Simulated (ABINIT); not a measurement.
## BN (Qingsongite): making up for missing bands

Can a closure trick stand in for empty bands in GW on BN (Qingsongite)?

Program: ABINIT 10.8.3. Level of theory: PBE and many-body steps on it, plane waves. Values are calculated unless marked as measured.

## Step 1: Set-up

It takes space group F-43m (No. 216, cubic). The conventional cell has a = 3.615 Å, b = 3.615 Å, c = 3.615 Å, α = 90.00°, β = 90.00°, γ = 90.00°. B has 4 N at 1.57 Å nearest. N has 4 B at 1.57 Å nearest. Farther neighbours, and contacts between anions beyond the nearest, are not listed.

The cell and positions come from the Crystallography Open Database and are kept as given unless a step says otherwise.

## Step 2: Empty states on the mesh, 8×8×8 mesh, 61 bands

This step: ABINIT 10.8.3; DFT, PBE, plane waves, norm-conserving pseudopotentials.

The sums over transitions need many empty states on a uniform mesh; this step solves for them.

run.abi reads:

```
acell 3*1.0 Angstrom
rprim 
  -0.000000000000 1.807500000000 1.807500000000
  1.807500000000 0.000000000000 1.807500000000
  1.807500000000 1.807500000000 -0.000000000000
ntypat 2
znucl 5 7
natom 2
typat 1 2
xred 
  0.000000000000 0.000000000000 0.000000000000
  0.250000000000 0.250000000000 0.250000000000
pp_dirpath "pseudos"
pseudos "B.upf, N.upf"
ecut 36
ngkpt 8 8 8
nshiftk 1
shiftk 0 0 0
kptopt 1
chksymbreak 0
irdden 1
istwfk *1
nband 61
prtvol 0
optdriver 6
gwr_task "HDIAGO"
paral_kgb 0
occopt 1
indata_prefix "in"
outdata_prefix "out"
tmpdata_prefix "tmp"
```

Run with:

```
$ OMP_NUM_THREADS=1 mpirun -n 8 abinit run.abi > log
```

The log of the run:

```text
.Version 10.8.3 of ABINIT. v10.8.2 released Aug 2026.

 Symmetries : space group F-4 3 m (#216); Bravais cF (face-center cubic)
[... echo of the input left out ...]
== DATASET  1 ==================================================================
-   mpi_nproc: 8, omp_nthreads: 1 (-1 if OMP is not activated)

--- !DatasetInfo
iteration_state: {dtset: 1, }
dimensions: {natom: 2, nkpt: 29, mband: 61, nsppol: 1, nspinor: 1, nspden: 1, mpw: 869, }
cutoff_energies: {ecut:  36.0, pawecutdg:  -1.0, }
[...]
Indirect band gap semiconductor
 Fundamental gap:     4.535 (eV)
   VBM:     8.220 (eV) at k: [ 0.0000E+00,  0.0000E+00,  0.0000E+00]
   CBM:    12.755 (eV) at k: [ 5.0000E-01,  5.0000E-01,  0.0000E+00]
 Direct gap:         8.878 (eV) at k: [ 0.0000E+00,  0.0000E+00,  0.0000E+00]

== END DATASET(S) ==============================================================
================================================================================

 -outvars: echo values of variables after computation  --------
           etotal      0.0000000000E+00
            nband          61
             nkpt          29
          spgroup         216
 [... the other variables as echoed above ...]

 Calculation completed.
```

Wall time 4.9 s (8 MPI ranks of Arm Neoverse V2, shared host); peak memory 0.76 GiB; 38 s of CPU time.

Read from the output:

```
gap                                                           : 4.535 eV
k of the valence top                                          : 0, 0, 0
k of the conduction bottom                                    : 0.5, 0.5, 0
least direct gap                                              : 8.878 eV
k points computed                                             : 29
lowest point of the top converged band, above the valence top : 119.7461 eV
```

On this mesh the gap is 4.535 eV.

The density comes from a self-consistent run that is not shown.

## Step 3: Screening, 8×8×8 mesh, 53 bands, screening to 228.6 eV

The RPA dielectric matrix is built and inverted for each q.

This step: RPA screening on PBE, plane waves, norm-conserving pseudopotentials.

Changes to run.abi since step 2:

```diff
@@ -20,10 +20,11 @@
 chksymbreak 0
-irdden 1
 istwfk *1
-nband 61
-prtvol 0
-optdriver 6
-gwr_task "HDIAGO"
-paral_kgb 0
 occopt 1
+irdwfk 1
+optdriver 3
+nband 53
+ecuteps 8.4
+inclvkb 2
+awtr 1
+symchi 1
 indata_prefix "in"
```

The log of the run:

```text
.Version 10.8.3 of ABINIT. v10.8.2 released Aug 2026.

 Symmetries : space group F-4 3 m (#216); Bravais cF (face-center cubic)
[... echo of the input left out ...]
== DATASET  1 ==================================================================
-   mpi_nproc: 8, omp_nthreads: 1 (-1 if OMP is not activated)

--- !DatasetInfo
iteration_state: {dtset: 1, }
dimensions: {natom: 2, nkpt: 29, mband: 53, nsppol: 1, nspinor: 1, nspden: 1, mpw: 869, }
cutoff_energies: {ecut:  36.0, pawecutdg:  -1.0, }
electrons: {nelect:   8.00000000E+00, charge:   0.00000000E+00, occopt:   1.00000000E+00, tsmear:   1.00000000E-02, }

 SCREENING: Calculation of the susceptibility and dielectric matrices

 Based on a program developped by R.W. Godby, V. Olevano, G. Onida, and L. Reining.
 Incorporated in ABINIT by V. Olevano, G.-M. Rignanese, and M. Torrent.
.Using double precision arithmetic ; gwpc =  8

[... cell and pseudopotentials left out ...]
--------------------------------------------------------------------------------

 ==== K-mesh for the wavefunctions ====
 Number of points in the irreducible wedge :    29
[... list of points left out ...]
 Together with 24 symmetry operations and time-reversal symmetry
 yields   512 points in the full Brillouin Zone.

 ==== Q-mesh for the screening function ====
 Number of points in the irreducible wedge :    29
[... list of points left out ...]
 Together with 24 symmetry operations and time-reversal symmetry
 yields   512 points in the full Brillouin Zone.

 setmesh: FFT mesh size selected  =    20x   20x   20
          total number of points  =         8000

 vcoul_init : cutoff-mode = AUXILIARY_FUNCTION
 q-points for optical limit:   1
     1)      0.000010    0.000020    0.000030

- screening: taking advantage of time-reversal symmetry
- Maximum band index for partially occupied states nbvw = 4
- Remaining bands to be divided among processors   nbcw = 49
- Number of bands treated by each node ~6

 Number of electrons calculated from density =    8.0000; Expected =    8.0000
 average of density, n =  0.100376
 r_s =    1.3348
 omega_plasma =   30.5612 [eV]

 calculating chi0 at frequencies [eV] :
  1    0.000000E+00    0.000000E+00
  2    0.000000E+00    3.056116E+01

--------------------------------------------------------------------------------
  q-point number  1        q = ( 0.000000, 0.000000, 0.000000) [r.l.u.]
--------------------------------------------------------------------------------
[... chi0 elements left out ...]
 For q-point:  0.000010 0.000020 0.000030
  dielectric constant =   4.3132
  dielectric constant without local fields =   4.6602

  Average fulfillment of the sum rule on Im[epsilon] for q-point    1 :     82.68  [%]
[... wings left out ...]
  q-point number  2        q = ( 0.125000, 0.000000, 0.000000) [r.l.u.]
--------------------------------------------------------------------------------
[... chi0 elements left out ...]
  Average fulfillment of the sum rule on Im[epsilon] for q-point    2 :     95.95  [%]

 [... 27 further q-points ...]
```

The job ended after 19 s (8 MPI ranks; peak memory 0.94 GiB).

Numbers from this step:

* ε∞ with local fields, on this mesh: 4.313
* ε∞ without local fields, on this mesh: 4.660
* plasma frequency: 30.56 eV
* plane waves in the screening matrix: 89

Local fields lower ε∞ by 7 %.

## Step 4: 53 bands

The self-energy is evaluated for the states that the input lists, and the quasiparticle equation is solved.

This step: G0W0 on PBE, plane waves, norm-conserving pseudopotentials.

Changes to run.abi since step 3:

```diff
@@ -23,8 +23,17 @@
 irdwfk 1
-optdriver 3
+optdriver 4
 nband 53
+gwcalctyp 0
+ecutsigx 36
+symsigma 1
+nkptgw 2
+kptgw 
+  0.0000000000 0.0000000000 0.0000000000
+  0.5000000000 0.5000000000 0.0000000000
+bdgw 
+  2 7
+  3 6
 ecuteps 8.4
-inclvkb 2
-awtr 1
-symchi 1
+irdscr 1
+ppmodel 1
 indata_prefix "in"
```

The log of the run:

```text
.Version 10.8.3 of ABINIT. v10.8.2 released Aug 2026.

 Symmetries : space group F-4 3 m (#216); Bravais cF (face-center cubic)
[... echo of the input left out ...]
== DATASET  1 ==================================================================
-   mpi_nproc: 8, omp_nthreads: 1 (-1 if OMP is not activated)

--- !DatasetInfo
iteration_state: {dtset: 1, }
dimensions: {natom: 2, nkpt: 29, mband: 53, nsppol: 1, nspinor: 1, nspden: 1, mpw: 869, }
cutoff_energies: {ecut:  36.0, pawecutdg:  -1.0, }
electrons: {nelect:   8.00000000E+00, charge:   0.00000000E+00, occopt:   1.00000000E+00, tsmear:   1.00000000E-02, }

 SIGMA: Calculation of the GW corrections

 Based on a program developped by R.W. Godby, V. Olevano, G. Onida, and L. Reining.
 Incorporated in ABINIT by V. Olevano, G.-M. Rignanese, and M. Torrent.
.Using double precision arithmetic ; gwpc =  8

[... cell and pseudopotentials left out ...]
--------------------------------------------------------------------------------

 ==== K-mesh for the wavefunctions ====
 Number of points in the irreducible wedge :    29
[... list of points left out ...]
 Together with 24 symmetry operations and time-reversal symmetry
 yields   512 points in the full Brillouin Zone.

 ==== Q-mesh for screening function ====
 Number of points in the irreducible wedge :    29
[... list of points left out ...]
 Together with 24 symmetry operations and time-reversal symmetry
 yields   512 points in the full Brillouin Zone.

 vcoul_init : cutoff-mode = AUXILIARY_FUNCTION
 q-points for optical limit:   1
     1)      0.000010    0.000020    0.000030
 setmesh: FFT mesh size selected  =    25x   25x   25
          total number of points  =        15625

 Number of electrons calculated from density =    8.0000; Expected =    8.0000
 average of density, n =  0.100376
 r_s =    1.3348
 omega_plasma =   30.5612 [eV]

 === KS Band Gaps ===
  >>>> For spin  1
   Minimum direct gap =   8.8782 [eV], located at k-point      :   0.0000  0.0000  0.0000
   Fundamental gap    =   4.5349 [eV], Top of valence bands at :   0.0000  0.0000  0.0000
                                       Bottom of conduction at :   0.5000  0.5000  0.0000
 SIGMA fundamental parameters:
 PLASMON POLE MODEL  1
 number of plane-waves for SigmaX                  869
 number of plane-waves for SigmaC and W             89
 number of plane-waves for wavefunctions           869
 number of bands                                    53
 number of independent spin polarizations            1
 number of spinorial components                      1
 number of k-points in IBZ                          29
 number of q-points in IBZ                          29
 number of symmetry operations                      24
 number of k-points in BZ                          512
 number of q-points in BZ                          512
 number of frequencies for dSigma/dE                 9
 frequency step for dSigma/dE [eV]                0.25
 number of omega for Sigma on real axis              0
 max omega for Sigma on real axis  [eV]           0.00
 zcut for avoiding poles [eV]                     0.10

 EPSILON^-1 parameters (SCR file):
 dimension of the eps^-1 matrix on file             89
 dimension of the eps^-1 matrix used                89
 number of plane-waves for wavefunctions           869
 number of bands                                    53
 number of q-points in IBZ                          29
 number of frequencies                               2
 number of real frequencies                          1
 number of imag frequencies                          1

 matrix elements of self-energy operator (all in [eV])

 Perturbative Calculation

--- !SelfEnergy_ee
iteration_state: {dtset: 1, }
kpoint     : [   0.000,    0.000,    0.000, ]
spin       : 1
KS_gap     :    8.878
QP_gap     :   10.895
Delta_QP_KS:    2.016
data: !SigmaeeData |
     Band     E0 <VxcDFT>   SigX SigC(E0)      Z dSigC/dE  Sig(E)    E-E0       E
        2   8.220 -18.520 -22.080   2.641   0.828  -0.207 -19.281  -0.762   7.458
        3   8.220 -18.520 -22.080   2.641   0.828  -0.207 -19.281  -0.762   7.458
        4   8.220 -18.520 -22.080   2.641   0.828  -0.207 -19.281  -0.762   7.458
        5  17.099 -13.778  -7.152  -5.139   0.843  -0.186 -12.524   1.255  18.353
        6  17.099 -13.778  -7.152  -5.139   0.843  -0.186 -12.524   1.255  18.353
        7  17.099 -13.778  -7.152  -5.139   0.843  -0.186 -12.524   1.255  18.353

--- !SelfEnergy_ee
iteration_state: {dtset: 1, }
kpoint     : [   0.500,    0.500,    0.000, ]
spin       : 1
KS_gap     :    9.442
QP_gap     :   11.378
Delta_QP_KS:    1.936
data: !SigmaeeData |
     Band     E0 <VxcDFT>   SigX SigC(E0)      Z dSigC/dE  Sig(E)    E-E0       E
        3   3.313 -16.496 -21.657   3.609   0.820  -0.220 -17.769  -1.273   2.040
        4   3.313 -16.496 -21.657   3.609   0.820  -0.220 -17.769  -1.273   2.040
        5  12.755 -12.570  -7.394  -4.400   0.855  -0.170 -11.907   0.663  13.418
        6  17.562 -12.696  -6.779  -4.986   0.851  -0.175 -11.904   0.792  18.354

== END DATASET(S) ==============================================================
================================================================================

 -outvars: echo values of variables after computation  --------
           etotal      0.0000000000E+00
            nband          53
             nkpt          29
          spgroup         216
 [... the other variables as echoed above ...]

 Calculation completed.
```

Run time: 2.9 s. Hardware: 8 MPI ranks; peak memory 0.12 GiB.

This step gave:

| Property | Result |
| --- | --- |
| G0W0 gap on the mesh | 5.960 eV |
| starting gap on the mesh | 4.535 eV |
| k of the valence top | 0, 0, 0 |
| k of the conduction bottom | 0.5, 0.5, 0 |
| Z at the valence top | 0.828 |
| Z at the conduction bottom | 0.855 |
| least direct G0W0 gap on the computed points | 10.90 eV |

The gap on the mesh goes from 4.53 eV to 5.96 eV, a correction of +1.43 eV.

## Step 5: Screening, 8×8×8 mesh, 12 bands, screening to 228.6 eV

This step: RPA screening on PBE, plane waves, norm-conserving pseudopotentials.

Changes to run.abi since step 4:

```diff
@@ -23,17 +23,8 @@
 irdwfk 1
-optdriver 4
-nband 53
-gwcalctyp 0
-ecutsigx 36
-symsigma 1
-nkptgw 2
-kptgw 
-  0.0000000000 0.0000000000 0.0000000000
-  0.5000000000 0.5000000000 0.0000000000
-bdgw 
-  2 7
-  3 6
+optdriver 3
+nband 12
 ecuteps 8.4
-irdscr 1
-ppmodel 1
+inclvkb 2
+awtr 1
+symchi 1
 indata_prefix "in"
```

The log of the run:

```text
.Version 10.8.3 of ABINIT. v10.8.2 released Aug 2026.

 Symmetries : space group F-4 3 m (#216); Bravais cF (face-center cubic)
[... echo of the input left out ...]
== DATASET  1 ==================================================================
-   mpi_nproc: 8, omp_nthreads: 1 (-1 if OMP is not activated)

--- !DatasetInfo
iteration_state: {dtset: 1, }
dimensions: {natom: 2, nkpt: 29, mband: 12, nsppol: 1, nspinor: 1, nspden: 1, mpw: 869, }
cutoff_energies: {ecut:  36.0, pawecutdg:  -1.0, }
electrons: {nelect:   8.00000000E+00, charge:   0.00000000E+00, occopt:   1.00000000E+00, tsmear:   1.00000000E-02, }

 SCREENING: Calculation of the susceptibility and dielectric matrices

 Based on a program developped by R.W. Godby, V. Olevano, G. Onida, and L. Reining.
 Incorporated in ABINIT by V. Olevano, G.-M. Rignanese, and M. Torrent.
.Using double precision arithmetic ; gwpc =  8

[... cell and pseudopotentials left out ...]
--------------------------------------------------------------------------------

 ==== K-mesh for the wavefunctions ====
 Number of points in the irreducible wedge :    29
[... list of points left out ...]
 Together with 24 symmetry operations and time-reversal symmetry
 yields   512 points in the full Brillouin Zone.

 ==== Q-mesh for the screening function ====
 Number of points in the irreducible wedge :    29
[... list of points left out ...]
 Together with 24 symmetry operations and time-reversal symmetry
 yields   512 points in the full Brillouin Zone.

 setmesh: FFT mesh size selected  =    20x   20x   20
          total number of points  =         8000

 vcoul_init : cutoff-mode = AUXILIARY_FUNCTION
 q-points for optical limit:   1
     1)      0.000010    0.000020    0.000030

- screening: taking advantage of time-reversal symmetry
- Maximum band index for partially occupied states nbvw = 4
- Remaining bands to be divided among processors   nbcw = 8
- Number of bands treated by each node ~1

 Number of electrons calculated from density =    8.0000; Expected =    8.0000
 average of density, n =  0.100376
 r_s =    1.3348
 omega_plasma =   30.5612 [eV]

 calculating chi0 at frequencies [eV] :
  1    0.000000E+00    0.000000E+00
  2    0.000000E+00    3.056116E+01

--------------------------------------------------------------------------------
  q-point number  1        q = ( 0.000000, 0.000000, 0.000000) [r.l.u.]
--------------------------------------------------------------------------------
[... chi0 elements left out ...]
 For q-point:  0.000010 0.000020 0.000030
  dielectric constant =   4.2860
  dielectric constant without local fields =   4.6145

  Average fulfillment of the sum rule on Im[epsilon] for q-point    1 :     18.89  [%]
[... wings left out ...]
  q-point number  2        q = ( 0.125000, 0.000000, 0.000000) [r.l.u.]
--------------------------------------------------------------------------------
[... chi0 elements left out ...]
  Average fulfillment of the sum rule on Im[epsilon] for q-point    2 :     75.02  [%]

 [... 27 further q-points ...]
```

Wall time 40 s (8 MPI ranks); peak memory 0.75 GiB.

Numbers from this step:

```
ε∞ with local fields, on this mesh    : 4.286
ε∞ without local fields, on this mesh : 4.614
plasma frequency                      : 30.56 eV
plane waves in the screening matrix   : 89
```

[end of part 1 of 2]

[Long decimals in the printed logs are rounded to 6 places.]

[Logs are printed without paths, hosts, clocks, repeated set-up lines and the standing remarks that a program may print on its own settings, such as how far it seeks lower states.]

[Paths, hosts, dates, memory and timing lines, banners, echoed tables and standing remarks are left out of the program output; an Ansatz launch command may be rebuilt from the run's recorded settings. Measured values are a selection of at most five: reports struck by readers or far from the other reports are left out. None is set beside runs whose start may be inverted or whose files or cutoffs have a known fault.]

[Runs of the session that timed out or met a known fault of the program may be left out.]

[Hosts, paths, dates, database ids (printed as entryN), source tags and the programs' standing remarks are cut or masked in the printed files.]

[G0W0 gaps are taken among the corrected bands and points alone; a level outside them can change the order at an edge.]

[Where Ansatz stands beside ABINIT at settings called matched, ABINIT's density can come from a denser mesh and the files from another edition; pairs whose starting gaps differed by over 0.03 eV were left out, so agreement reads better than it is.]
